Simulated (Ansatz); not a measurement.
## Mg on Mo(100): change of the work function: cost of one run

Ansatz 0.2.0; plane-wave DFT, PBE, Ansatz PAW. The cell holds 37 atoms.

File input.yaml:

```yaml
crystal:
  lattice:
    - [9.45, 0.0, 0.0]
    - [0.0, 9.45, 0.0]
    - [0.0, 0.0, 24.6655322503]
  atoms:
    - { symbol: Mo, position: [0.1666666667, 0.1666666667, 0.3648816457] }
    - { symbol: Mo, position: [0.0, 0.0, 0.4287359337] }
    - { symbol: Mo, position: [0.1666666667, 0.1666666667, 0.495305421] }
[... 28 atom lines left out ...]
    - { symbol: Mo, position: [0.6666666667, 0.3333333333, 0.5513295289] }
    - { symbol: Mo, position: [0.8333333333, 0.8333333333, 0.3648816457] }
    - { symbol: Mo, position: [0.6666666667, 0.6666666667, 0.4287359337] }
    - { symbol: Mo, position: [0.8333333333, 0.8333333333, 0.495305421] }
    - { symbol: Mo, position: [0.6666666667, 0.6666666667, 0.5513295289] }
    - { symbol: Mg, position: [0.1666666667, 0.1666666667, 0.6351183543] }
kpoints:
  mp_grid: { grid: [4, 4, 1] }
hamiltonian:
  xc: pbe
scf:
  occupations: { method: fermi_dirac, width: 0.1 }
  convergence: { dr2_threshold: 1.0e-08 }
efield:
  axis: 3
  dipole_correction: true
  ramp_position: 0.97
  ramp_width: 0.06
relax:
  f_tol: 0.02
  max_steps: 60
  constraints:
    - { sites: [0, 1, 4, 5, 8, 9, 12, 13, 16, 17, 20, 21, 24, 25, 28, 29, 32, 33] }
output:
  write_potential: true
  write_density: true
  volumetric_format: npy
```

Run with:

```bash
$ ansatz run input.yaml --threads 4 --pin off --max-ram 16384MiB --backend cpu --events-out ev --progress --plain --runs-dir out
```

The cutoff in use is 420 eV. For reference, a run of the same kind (5 atoms, 28 k-points, 40 bands and 4,811 plane waves; 40 SCF cycles) took 28 s and 0.63 GiB on the same hardware.

What time and memory should one allow on 4 threads of Arm Neoverse V1, shared host?

A cutoff of 420 eV is a sphere of radius 10.5 Å⁻¹, so a cell of 2203 Å³ holds about V·G³/6π² = 43,048 plane waves. At two electrons a band, the 514 electrons need 257 bands, and 52 more are carried. Symmetry cuts the 4×4×1 mesh from 16 to 6 points. The run has 6 k-points, 309 bands and 43,003 plane waves. Taking the work of a cycle as k-points × spins × bands × plane waves, that is 15 times the reference, or 6.8 min at the reference's 40 cycles. The run needed 48 SCF cycles over 5 ionic steps, which makes it about 8.2 min. One copy of the wavefunctions takes 1.2 GiB at 16 bytes a coefficient, against 0.08 GiB in the reference; grids, projectors and work arrays come on top. Measured: about 13 min, with a peak of 11 GiB. The run took longer than the estimate, which leaves out the steps that grow as the square of the band count.

[Logs are printed without paths, hosts, clocks, repeated set-up lines and the standing remarks that a program may print on its own settings, such as how far it seeks lower states.]

[Hosts, paths, dates, database ids (printed as entryN), source tags and the programs' standing remarks are cut or masked in the printed files.]

[Maps of the electrostatic potential energy from Ansatz leave out the sawtooth potential of an applied field or a dipole correction, so their vacuum need not be flat; planar profiles and work functions include it.]
